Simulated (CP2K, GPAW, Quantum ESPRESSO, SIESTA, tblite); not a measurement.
# C(111) slab, H on the bottom face (153 atoms): one structure in several programs

Aim: run C(111) slab, H on the bottom face (153 atoms) in several programs and set results and cost side by side. A plane-wave run serves as the reference.

Method: Kohn-Sham DFT, PBE, SSSP efficiency 1.3.0 pseudopotentials, plane waves, in Quantum ESPRESSO 7.5.

### Step 1. The starting structure

The cell holds 153 atoms: 144 C and 9 H. Cell: a = 7.567 Å, b = 7.567 Å, c = 28.021 Å, α = 90.0°, β = 90.0°, γ = 120.0°. It derives from C (diamond-structure). Diamond-structure C (a = 3.567 Å), (111) slab of 16 atomic planes, 3 x 3 surface cells, H on the broken bonds of the bottom face, 12 Å of vacuum; displaced by a Gaussian of 0.02 Å. Then every atom was moved at random, 0.05 Å r.m.s. a Cartesian component (hydrogen 0.6 of that). Regions: slab, 144 atoms (144 C); hydrogen, 9 atoms (9 H). Vacuum lies along c.

### Step 2. Plane-wave reference

Input file pw.in:

```
&control
  calculation = 'scf'
  pseudo_dir = './pseudo'
  outdir = './tmp'
  disk_io = 'none'
  tprnfor = .true.
/
&system
  ibrav = 0
  nat = 153
  ntyp = 2
  ecutwfc = 60
  ecutrho = 480
  nosym = .true.
  occupations = 'smearing'
  smearing = 'fd'
  degauss = 0.003675
/
&electrons
  conv_thr = 7.6e-07
  electron_maxstep = 100
  mixing_beta = 0.2
  mixing_mode = 'local-TF'
  diagonalization = 'david'
/
ATOMIC_SPECIES
C 12.011 C.upf
H 1.008 H.upf
CELL_PARAMETERS angstrom
7.56675 0.00000 0.00000
-3.78337 6.55300 0.00000
0.00000 0.00000 28.02071
ATOMIC_POSITIONS crystal
C 0.44636 0.89411 0.27116
C 0.33013 0.99984 0.25354
C 0.21451 0.76839 0.34505
C 0.46679 0.89985 0.32626
C 0.33898 0.00420 0.41912
C 0.25131 0.79035 0.39966
C 0.46016 0.89372 0.49417
C 0.33439 0.00156 0.47592
C 0.21749 0.77917 0.56666
C 0.44120 0.88596 0.54821
C 0.32441 0.98983 0.63917
C 0.24151 0.79390 0.62047
[... 137 atom lines left out ...]
H 0.00151 0.00096 0.21557
H 0.66661 0.33450 0.21362
H 0.99244 0.66703 0.21355
H 0.99915 0.33262 0.21452
K_POINTS gamma
```

Launch:

```sh
OMP_NUM_THREADS=1 mpirun -np 4 pw.x -in pw.in > output.txt
```

What it wrote:

```text
Program PWSCF
     gamma-point specific algorithms are used
     Message from routine set_sym_bl:
     NOTICE: Symmetry group for Bravais lattice is not a group (16) - symmetries are disabled
     one sub-group per band group will be used
     scalapack distributed-memory algorithm (size of sub-group:  2*  2 procs)
     Parallelization info
     sticks:   dense  smooth     PW     G-vecs:    dense   smooth      PW
     Min        1687     849    211               416144   147209   18444
     Max        1688     852    212               416160   147224   18448
     Sum        6751    3403    847              1664607   588867   73781
     bravais-lattice index     =            0
     lattice parameter (alat)  =      14.2991  a.u.
     unit-cell volume          =    9376.1660 (a.u.)^3
[... lines left out ...]
     number of electrons       =       585.00
[... lines left out ...]
     scf convergence threshold =      7.6E-07
[... lines left out ...]
     number of k points=     1  Fermi-Dirac smearing, width (Ry)=  0.0037
[... lines left out ...]
     total energy              =   -2663.07946082 Ry
[... lines left out ...]
     total energy              =   -2661.96875086 Ry
[... lines left out ...]
     total energy              =   -2660.10394783 Ry
[... lines left out ...]
     total energy              =   -2660.29320711 Ry
[... lines left out ...]
     total energy              =   -2660.29320677 Ry
     estimated scf accuracy    <       0.00000094 Ry
     iteration # 49     ecut=    60.00 Ry     beta= 0.20
     negative rho (up, down):  6.325E-04 0.000E+00
     End of self-consistent calculation
          k = 0.0000 0.0000 0.0000 ( 36891 PWs)   bands (ev):
   -15.8483 -15.3599 -14.8759 -14.1681 -13.5745 -13.3523 -13.2998 -13.2181
   -13.1571 -13.1059 -13.0307 -12.8660 -12.7222 -12.6918 -12.6041 -12.5610
   -12.5477 -12.4893 -12.2901 -12.2289 -12.1314 -12.1105 -12.0192 -11.9993
[...]
11.9625  12.0411  12.0974  12.1441  12.1806  12.2625  12.3100  12.3830
    12.4218  12.4842  12.4984  12.5238  12.5748  12.6083  12.6440  12.6925
     the Fermi energy is     6.7551 ev
!    total energy              =   -2660.29320680 Ry
     estimated scf accuracy    <       0.00000039 Ry
     smearing contrib. (-TS)   =      -0.02258965 Ry
     internal energy E=F+TS    =   -2660.27061715 Ry
     The total energy is F=E-TS. E is the sum of the following terms:
     one-electron contribution =  -34529.82173894 Ry
     hartree contribution      =   17557.77490873 Ry
     xc contribution           =    -680.79511008 Ry
     ewald contribution        =   15879.97086332 Ry
     one-center paw contrib.   =    -887.39954018 Ry
     convergence has been achieved in  49 iterations
     negative rho (up, down):  6.325E-04 0.000E+00
     Forces acting on atoms (cartesian axes, Ry/au):
     atom    1 type  1   force =     0.03937264   -0.04453417   -0.02529250
     atom    2 type  1   force =     0.04972195    0.02874215    0.03015861
     atom    3 type  1   force =     0.07928887    0.13784577    0.00660606
[...]
atom  152 type  2   force =     0.00960010   -0.00005578   -0.02544972
     atom  153 type  2   force =     0.00211614    0.00085236   -0.01688832
     Total force =     2.152355     Total SCF correction =     0.001796
     Message from routine punch:
     Nothing written, as per user request (disk_io='none')
```

Run time: 12 min. Hardware: 4 MPI ranks of Arm Neoverse V2, shared host; peak memory 7.2 GiB; 49 min of CPU time.

Banners, paths, timers and routine set-up lines are dropped from the logs unmarked, and long logs keep their key lines alone; longer cuts are marked.

Numbers from this run:

```
r.m.s. force component : 2.583 eV/Å
longest force          : 11.42 eV/Å
```

### Step 3. The other programs

The programs:
- CP2K 2026.2: Gaussian basis with GTH pseudopotentials and a plane-wave density; labels give functional, basis (MOLOPT sets; SR short-range, UZH the newer set with its own potentials), grid cutoff/relative cutoff and solver (OT: orbital transformation; TRS4, TC2, SIGN: linear-scaling purification with its sparsity filter), or its built-in tight binding.
- GPAW 26.7.0: PAW with atomic orbitals (LCAO), plane waves or a real-space grid of spacing h.
- SIESTA 5.4.2: numerical atomic orbitals, whose automatically made sets are far from complete, with PseudoDojo norm-conserving potentials that we converted to its format (checked against plane waves on the same files for H, C, O, Si, Ge and Ca alone); labels give functional, basis size, energy shift and mesh cutoff.
- tblite 0.8.0: extended tight binding, driven from Python.

All use the same cell and atoms; the electronic-structure runs use the same k-mesh, and an electronic temperature of 580 K (0.05 eV) where levels are smeared.

Differences are against the plane-wave reference, forces as r.m.s. over components; share is that over the reference's r.m.s. force, slope the least-squares factor from reference forces to these. Total energies of different programs have different zeros and aren't compared.

```csv
run,"Δ force, r.m.s. (meV/Å)",share (%),slope,cores,CPU time,memory (GiB)
reference,-,-,-,4,49 min,7.2
"CP2K PBE, DZVP-MOLOPT-SR, 450/50 Ry, diagonalisation",64.5,2.50,1.018,4,35 min,4.3
"CP2K PBE, SZV-MOLOPT-SR, 450/50 Ry, diagonalisation (coarse)",817,31.6,1.289,2,16 min,3.0
"GPAW PBE, LCAO dzp, h 0.2 Å",165,6.38,1.045,4,24 min,3.3
"GPAW PBE, LCAO sz(dzp), h 0.2 Å (coarse)",940,36.4,1.238,1,2.3 min,0.78
"GPAW PBE, LCAO szp(dzp), h 0.2 Å (coarse)",482,18.6,1.090,2,8.1 min,1.5
"SIESTA PBE, DZP, shift 0.01 Ry, mesh 300 Ry",220,8.50,1.063,4,12 min,2.2
tblite GFN1-xTB,388,15.0,1.024,1,9.8 s,0.14
```

Rows marked coarse were listed beforehand as settings not expected to be converged; some can still land near the reference.

CPU time is summed over cores on a shared host, where runs went side by side, so it is rough. Symmetry, cutoffs, thresholds, outputs and thread counts weren't matched or tuned between programs; memory under MPI is the largest rank's times the ranks.

Runs without a result: CP2K PBE, TZVP-MOLOPT, 450/50 Ry, diagonalisation (cut off at its time limit of 68 min).

Mean charges by element (e), by run and scheme:

```csv
run,scheme,C,H
"CP2K PBE, DZVP-MOLOPT-SR, 450/50 Ry, diagonalisation",Mulliken,-0.01,+0.08
"CP2K PBE, DZVP-MOLOPT-SR, 450/50 Ry, diagonalisation",Hirshfeld,0.00,+0.04
"SIESTA PBE, DZP, shift 0.01 Ry, mesh 300 Ry",Hirshfeld,0.00,+0.01
tblite GFN1-xTB,Mulliken,0.00,+0.04
```

### Step 4. Results

| Item | Value |
| --- | --- |
| reference r.m.s. force component | 2.58 eV/Å |
| nearest in forces | CP2K PBE, DZVP-MOLOPT-SR, 450/50 Ry, diagonalisation, 2.5 % |
| farthest in forces | GPAW PBE, LCAO sz(dzp), h 0.2 Å (coarse), 36 % |
| cheapest electronic-structure run beside the reference | tblite GFN1-xTB, 9.8 s of CPU time |

What this shows: The PBE runs in local orbitals, coarse settings apart, differ by 2.5 % (CP2K PBE, DZVP-MOLOPT-SR, 450/50 Ry, diagonalisation) to 8.5 % (SIESTA PBE, DZP, shift 0.01 Ry, mesh 300 Ry); basis, grid and potentials can all enter. Tight binding differs by 15 % (tblite GFN1-xTB); it is another model, with fitted parameters of its own, and the xTB methods hold dispersion. Runs with settings chosen to be coarse differ by 19 % (GPAW PBE, LCAO szp(dzp), h 0.2 Å) to 36 % (GPAW PBE, LCAO sz(dzp), h 0.2 Å), their programs' other errors included. Of the electronic-structure runs that take under half the reference's CPU time, GPAW PBE, LCAO dzp, h 0.2 Å comes nearest, at 6.4 % in 24 min against 49 min. CP2K PBE, SZV-MOLOPT-SR, 450/50 Ry, diagonalisation stiffens the forces by a factor of 1.29 while following their directions (correlation 0.995); the slopes of the 2 CP2K runs lie between 1.02 and 1.29. Charges hang on model, scheme and program or settings: among these rows the mean for H runs from +0.01 to +0.08 e. In the reference: levels near the Fermi energy are neither full nor empty under the smearing, so no gap is quoted. Periodic xTB results under one method name differ between programs and library versions. With short bonds to hydrogen, sets of potentials differ among themselves by several per cent in forces even at converged cutoffs, so the reference isn't exact here either. The electron count is odd in these runs, and they have no spin polarisation, so the unpaired electron is spread evenly over both spins. The runs have no spin polarisation, so any moments at edges, vacancies or dangling bonds can't form. The electronic-structure runs sample only Γ, in a cell whose shortest periodic width is 7 Å, which is coarse for a cell with partly filled levels.

[Also dropped from logs without a mark: logging warnings of Python, and SIESTA's first energy breakdown and zero terms.]

[Logs are printed without paths, hosts, clocks, repeated set-up lines and the standing remarks that a program may print on its own settings, such as how far it seeks lower states.]

[Hosts, paths, dates, database ids (printed as entryN), source tags and the programs' standing remarks are cut or masked in the printed files.]
